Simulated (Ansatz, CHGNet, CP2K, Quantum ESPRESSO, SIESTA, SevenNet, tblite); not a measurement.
# Running P2_1/m (COD entry) CsBC2F8, displaced supercell (96 atoms) with Quantum ESPRESSO

Wanted: Quantum ESPRESSO inputs and outputs for P2_1/m (COD entry) CsBC2F8, displaced supercell (96 atoms), checked against a plane-wave reference.

Calculated with Quantum ESPRESSO 7.5; the method is named at each step.

## Step 1: The starting structure

The cell holds 96 atoms: 8 Cs, 8 B, 16 C and 64 F. Cell: a = 11.916 Å, b = 15.256 Å, c = 8.300 Å, α = 90.0°, β = 100.5°, γ = 90.0°. It derives from CsBC2F8 (P2_1/m (measured, COD)), repeated 2×2×1. P2_1/m (COD entry) CsBC2F8 (cell 5.958, 7.628, 8.3, 90, 100.5, 90), 2 x 2 x 1 conventional cells; every coordinate displaced by a Gaussian of 0.05 Å. Then every atom was moved at random, 0.05 Å r.m.s. a Cartesian component.

The yardstick, on the same geometry:

| Quantity | Value |
| --- | --- |
| method | Kohn-Sham DFT, PBE, PAW, plane waves (Ansatz 0.2.0); cutoff 420 eV, Γ point, fermi-dirac smearing of 0.05 eV; PAW set soft_2 |
| r.m.s. force component | 2.544 eV/Å |
| longest force | 17.36 eV/Å |
| pressure | 5.854 GPa |
| gap (highest filled to lowest empty level) | 4.789 eV |
| SCF cycles | 9 |
| time | 22 s on 4 threads of Arm Neoverse V2, shared host |
| CPU time | 84 s |

## Step 2: PBE, sssp-1.3.0-efficiency, 60/480 Ry

Method: Kohn-Sham DFT, PBE, SSSP efficiency 1.3.0 pseudopotentials, plane waves.

The input, pw.in:

```
&control
  calculation = 'scf'
  pseudo_dir = './pseudo'
  outdir = './tmp'
  disk_io = 'none'
  tprnfor = .true.
  tstress = .true.
/
&system
  ibrav = 0
  nat = 96
  ntyp = 4
  ecutwfc = 60
  ecutrho = 480
  nosym = .true.
  occupations = 'smearing'
  smearing = 'fd'
  degauss = 0.003675
/
&electrons
  conv_thr = 4.8e-07
  electron_maxstep = 100
  mixing_beta = 0.2
  mixing_mode = 'local-TF'
  diagonalization = 'david'
/
ATOMIC_SPECIES
Cs 132.905 Cs.upf
B 10.810 B.upf
C 12.011 C.upf
F 18.998 F.upf
CELL_PARAMETERS angstrom
11.91600 0.00000 0.00000
0.00000 15.25600 0.00000
-1.51250 0.00000 8.16072
ATOMIC_POSITIONS crystal
Cs 0.99374 0.12123 0.20034
Cs 0.49325 0.37613 0.77460
B 0.34321 0.12959 0.79888
B 0.15692 0.37390 0.19752
C 0.35675 0.12035 0.58784
C 0.15945 0.37292 0.41855
C 0.21927 0.12545 0.83265
C 0.29202 0.38073 0.16542
F 0.14987 0.20083 0.78027
F 0.34491 0.45124 0.23889
F 0.34548 0.31183 0.22983
F 0.14900 0.05297 0.75663
F 0.21692 0.12534 0.00019
F 0.27799 0.37831 0.99981
F 0.24961 0.12718 0.48698
F 0.26197 0.37346 0.51444
F 0.39427 0.19720 0.54412
F 0.08957 0.44199 0.45205
F 0.10058 0.30654 0.46284
F 0.40533 0.05766 0.55707
F 0.39489 0.20515 0.87055
F 0.10348 0.44609 0.11784
F 0.09319 0.30069 0.13128
F 0.40573 0.05443 0.87441
Cs 0.01296 0.61916 0.22784
Cs 0.49164 0.87679 0.77461
B 0.33595 0.62692 0.79172
B 0.17046 0.86989 0.21163
C 0.33575 0.62413 0.59600
C 0.15670 0.87286 0.41580
C 0.21756 0.62778 0.84094
C 0.29265 0.87457 0.15615
F 0.15047 0.69231 0.76506
F 0.36576 0.94858 0.22601
F 0.34952 0.79586 0.22282
F 0.14330 0.55727 0.76265
F 0.21019 0.63065 0.98816
F 0.27310 0.87361 0.99384
F 0.24552 0.63490 0.49817
F 0.25156 0.87473 0.50187
F 0.40297 0.69437 0.54736
F 0.09725 0.94274 0.45432
F 0.09942 0.80600 0.45380
F 0.41536 0.56058 0.54404
F 0.39044 0.69760 0.85859
F 0.10379 0.94745 0.12922
F 0.09933 0.80042 0.12208
F 0.40754 0.54928 0.87600
Cs 0.51015 0.11739 0.21236
Cs 0.97572 0.37797 0.76035
B 0.84247 0.13122 0.79425
B 0.65426 0.38123 0.20676
C 0.85038 0.13287 0.60713
C 0.66050 0.37361 0.40199
C 0.71356 0.12651 0.82932
C 0.79085 0.37935 0.15938
[... 36 atom lines left out ...]
F 0.89218 0.70143 0.86081
F 0.61161 0.95377 0.14431
F 0.61050 0.80760 0.13932
F 0.88776 0.54761 0.87446
K_POINTS gamma
```

Command:

```console
OMP_NUM_THREADS=1 mpirun -np 4 pw.x -in pw.in > output.txt
```

The program printed:

```text
Program PWSCF
     gamma-point specific algorithms are used
     one sub-group per band group will be used
     scalapack distributed-memory algorithm (size of sub-group:  2*  2 procs)
     Parallelization info
     sticks:   dense  smooth     PW     G-vecs:    dense   smooth      PW
     Min        6198    3098    774               444528   157130   19641
     Max        6200    3100    776               444530   157134   19642
     Sum       24797   12397   3101              1778115   628527   78567
     bravais-lattice index     =            0
     lattice parameter (alat)  =      22.5180  a.u.
     unit-cell volume          =   10011.4332 (a.u.)^3
     number of atoms/cell      =           96
     number of atomic types    =            4
     number of electrons       =       608.00
     number of Kohn-Sham states=          365
     kinetic-energy cutoff     =      60.0000  Ry
     charge density cutoff     =     480.0000  Ry
     scf convergence threshold =      4.8E-07
     mixing beta               =       0.2000
     number of iterations used =            8  local-TF  mixing
     Exchange-correlation=  SLA  PW   PBX  PBC
                           (   1   4   3   4   0   0   0)
     crystal axes: (cart. coord. in units of alat)
               a(1) = (   1.000000   0.000000   0.000000 )
               a(2) = (   0.000000   1.280295   0.000000 )
               a(3) = (  -0.126930   0.000000   0.684854 )
     reciprocal axes: (cart. coord. in units 2 pi/alat)
               b(1) = (  1.000000 -0.000000  0.185339 )
               b(2) = (  0.000000  0.781070 -0.000000 )
               b(3) = (  0.000000  0.000000  1.460165 )
     PseudoPot. # 1 for Cs:
     Pseudo is Ultrasoft + core correction, Zval =  9.0
     PseudoPot. # 2 for B :
     Pseudo is Ultrasoft + core correction, Zval =  3.0
     PseudoPot. # 3 for C :
     Pseudo is Projector augmented-wave + core cor, Zval =  4.0
     PseudoPot. # 4 for F :
     Pseudo is Ultrasoft, Zval =  7.0
     atomic species   valence    mass     pseudopotential
     Cs                9.00   132.90500     Cs( 1.00)
     B                 3.00    10.81000     B ( 1.00)
     C                 4.00    12.01100     C ( 1.00)
     F                 7.00    18.99800     F ( 1.00)
     No symmetry found
   Cartesian axes
     number of k points=     1  Fermi-Dirac smearing, width (Ry)=  0.0037
                       cart. coord. in units 2pi/alat
        k(    1) = (   0.0000000   0.0000000   0.0000000), wk =   2.0000000
     Dense  grid:   889058 G-vectors     FFT dimensions: ( 160, 216, 120)
     Smooth grid:   314264 G-vectors     FFT dimensions: ( 120, 144,  80)
     Initial potential from superposition of free atoms
     starting charge     607.6820, renormalised to     608.0000
     Starting wfcs are  456 randomized atomic wfcs
     Self-consistent Calculation
     iteration #  1     ecut=    60.00 Ry     beta= 0.20
     total energy              =   -3966.17077375 Ry
     estimated scf accuracy    <       7.01524003 Ry
     iteration #  2     ecut=    60.00 Ry     beta= 0.20
     total energy              =   -3964.76993849 Ry
     estimated scf accuracy    <       4.15092815 Ry
     iteration #  3     ecut=    60.00 Ry     beta= 0.20
     total energy              =   -3965.13045061 Ry
     estimated scf accuracy    <       0.58274711 Ry
     iteration #  4     ecut=    60.00 Ry     beta= 0.20
     total energy              =   -3965.08906073 Ry
     estimated scf accuracy    <       0.27882517 Ry
     iteration #  5     ecut=    60.00 Ry     beta= 0.20
     total energy              =   -3965.11712305 Ry
     estimated scf accuracy    <       0.05821712 Ry
     iteration #  6     ecut=    60.00 Ry     beta= 0.20
     total energy              =   -3965.09625685 Ry
     estimated scf accuracy    <       0.04987469 Ry
[...]
total energy              =   -3965.09758898 Ry
[...]
iteration # 25     ecut=    60.00 Ry     beta= 0.20
     total energy              =   -3965.09758876 Ry
     estimated scf accuracy    <       0.00000126 Ry
     iteration # 26     ecut=    60.00 Ry     beta= 0.20
     total energy              =   -3965.09758881 Ry
     estimated scf accuracy    <       0.00000059 Ry
     iteration # 27     ecut=    60.00 Ry     beta= 0.20
     End of self-consistent calculation
          k = 0.0000 0.0000 0.0000 ( 39284 PWs)   bands (ev):
   -27.9731 -27.3694 -26.7621 -26.5186 -26.3914 -25.8481 -25.6044 -25.4289
   -25.2107 -25.1365 -25.0754 -24.9991 -24.6136 -24.4952 -24.3661 -24.0494
   -23.9961 -23.9093 -23.7532 -23.5618 -23.5234 -23.4954 -23.0422 -23.0152
   -22.9358 -22.9053 -22.8971 -22.8714 -22.8445 -22.8403 -22.8376 -22.8244
   -22.7934 -22.7082 -22.7049 -22.6948 -22.6650 -22.5054 -22.2677 -22.2545
   -22.1615 -22.1579 -22.1489 -22.0991 -22.0073 -21.9746 -21.9640 -21.7726
[...]
9.2761   9.3365   9.3910   9.4367   9.4906   9.4999   9.5490   9.5951
     9.6363   9.6540   9.6795   9.7056   9.7480   9.7646   9.7859   9.8088
     9.8325   9.8603   9.9167   9.9689  10.0156  10.0186  10.0634  10.0880
    10.1236  10.1831  10.2087  10.2270  10.2934
     the Fermi energy is     3.4310 ev
!    total energy              =   -3965.09758854 Ry
     estimated scf accuracy    <       0.00000041 Ry
     smearing contrib. (-TS)   =      -0.00000000 Ry
     internal energy E=F+TS    =   -3965.09758854 Ry
     The total energy is F=E-TS. E is the sum of the following terms:
     one-electron contribution =   -2687.13865492 Ry
     hartree contribution      =    1635.38298233 Ry
     xc contribution           =    -939.07699364 Ry
     ewald contribution        =   -1875.61839593 Ry
     one-center paw contrib.   =     -98.64652639 Ry
     convergence has been achieved in  27 iterations
     Forces acting on atoms (cartesian axes, Ry/au):
     atom    1 type  1   force =     0.00762145   -0.00192743    0.01439237
     atom    2 type  1   force =     0.00091588    0.00485124   -0.00021639
     atom    3 type  2   force =     0.07929803   -0.04233282   -0.07849113
     atom    4 type  2   force =     0.04201159   -0.00249026    0.07649457
     atom    5 type  3   force =    -0.34984222    0.34389468    0.24001234
     atom    6 type  3   force =    -0.02739856    0.03097601   -0.17479331
[...]
atom   94 type  4   force =    -0.02796181    0.04731867   -0.04070102
     atom   95 type  4   force =    -0.15000079   -0.23335442   -0.13321571
     atom   96 type  4   force =     0.03750413    0.03743187   -0.03144483
     Total force =     1.758543     Total SCF correction =     0.002259
     Computing stress (Cartesian axis) and pressure
          total   stress  (Ry/bohr**3)                   (kbar)     P=       65.75
   0.00046931  -0.00000833   0.00011538           69.04       -1.23       16.97
  -0.00000833   0.00053090   0.00001174           -1.23       78.10        1.73
   0.00011538   0.00001174   0.00034058           16.97        1.73       50.10
     Message from routine punch:
     Nothing written, as per user request (disk_io='none')
```

Run time: 7.4 min. Hardware: 4 MPI ranks of Arm Neoverse V2, shared host; peak memory 4.7 GiB; 29 min of CPU time.

Banners, paths, timers and routine set-up lines are dropped from the logs unmarked, and long logs keep their key lines alone; longer cuts are marked.

Against the reference:

```yaml
r_m_s_force_component: 2.664 eV/Å
r_m_s_difference_of_force_components: 191.9 meV/Å
longest_difference_of_force_vectors: 1160 meV/Å
force_difference_over_r_m_s_force: 7.543 %
slope_of_forces_against_the_reference_s: 1.046
correlation_of_force_components: 0.9983
spacing_of_highest_filled_and_lowest_empty_level: 4.784 eV
gap_difference: -0.0055 eV
pressure: 6.575 GPa
pressure_difference: 0.7203 GPa
```

Length of the force difference by element (eV/Å):

```
element  atoms    mean   most
      B      8    0.15   0.22
      C     16    0.43    1.1
     Cs      8  0.0078  0.011
      F     64    0.27    1.2
```

Levels nearest the highest filled one (eV from it): -2.57, -2.51, -2.35, -1.91, -1.75, -1.69, -1.65, -1.25, -0.77, -0.47, -0.36, 0.00, 4.78, 4.99, 5.15, 5.19, 5.42, 5.57, 5.67, 5.80, 5.84, 5.91, 5.95, 6.06.

The surroundings of F88, which bears the longest force, nearest first, numbered as they follow in the input and with coordinates relative to it.

```
atom      x      y      z  distance (Å)  bonds     Fx     Fy  Fz (eV/Å)
 F88   0.00   0.00   0.00          0.00      2  15.10   0.84      10.64
 C78  -0.77  -0.06  -0.84          1.14      4  -9.38  -0.73      -6.97
 F90  -1.57   0.98  -0.45          1.90      3  -3.09   3.16      -1.11
 F91  -1.54  -1.10  -0.27          1.91      3  -2.35  -2.87      -1.49
 B76  -0.45  -0.06  -2.45          2.49      4  -1.75   3.54       4.16
 C80   0.95  -0.07  -2.81          2.96      4   8.77  -0.47       2.18
 F82   1.69   0.96  -2.27          2.99      2  -0.53   1.44       0.08
 F83   1.84  -1.13  -2.25          3.12      2  -1.71  -0.50       0.16
 F68   1.74   2.62   0.39          3.17      3   1.23   1.09       1.02
 F94  -0.97   1.14  -2.92          3.28      3  -0.72   1.22      -1.05
 F95  -0.98  -1.09  -2.96          3.30      3  -3.86  -6.00      -3.43
Cs74   2.56  -0.07   2.24          3.40     13   0.05   0.20       0.06
```

Forces lie 7.5 % from the reference's, at 21 times its CPU time.

## Step 3: Summary of results

```
force difference from the reference : QE PBE, sssp-1.3.0-efficiency, 60/480 Ry, 7.5 %
its CPU time                        : 29 min
```

What this shows: PBE on plane waves or a grid with other potentials, cutoffs or grids differs from the reference by 7.5 % (QE PBE, sssp-1.3.0-efficiency, 60/480 Ry) of the r.m.s. force; potentials, valence shells or grid differ, and the table alone doesn't part them (QE's 60 Ry are 816 eV, against the reference's 420 eV). PBE gaps agree with the reference's 4.79 eV within 0.006 eV. These are spacings on the run's k-points, which needn't hold the band edges. In our tests on small cells the SSSP efficiency potentials stood apart from two norm-conserving sets, for C–F bonds most and for P–O bonds less, so differences between them and other runs here needn't be the other run's error. The published positions, changed by the recipe (random displacements or longer bonds to H), lie far from the minimum at this level of theory. The reference's pressure of 5.9 GPa belongs to a cell and atoms that aren't relaxed at this level. The electronic-structure runs sample only Γ, in a cell whose shortest periodic width is 8 Å. Spin–orbit coupling is left out, which matters for the levels of the heavy elements.

[Also dropped from logs without a mark: logging warnings of Python, and SIESTA's first energy breakdown and zero terms.]

[Logs are printed without paths, hosts, clocks, repeated set-up lines and the standing remarks that a program may print on its own settings, such as how far it seeks lower states.]

[Hosts, paths, dates, database ids (printed as entryN), source tags and the programs' standing remarks are cut or masked in the printed files.]
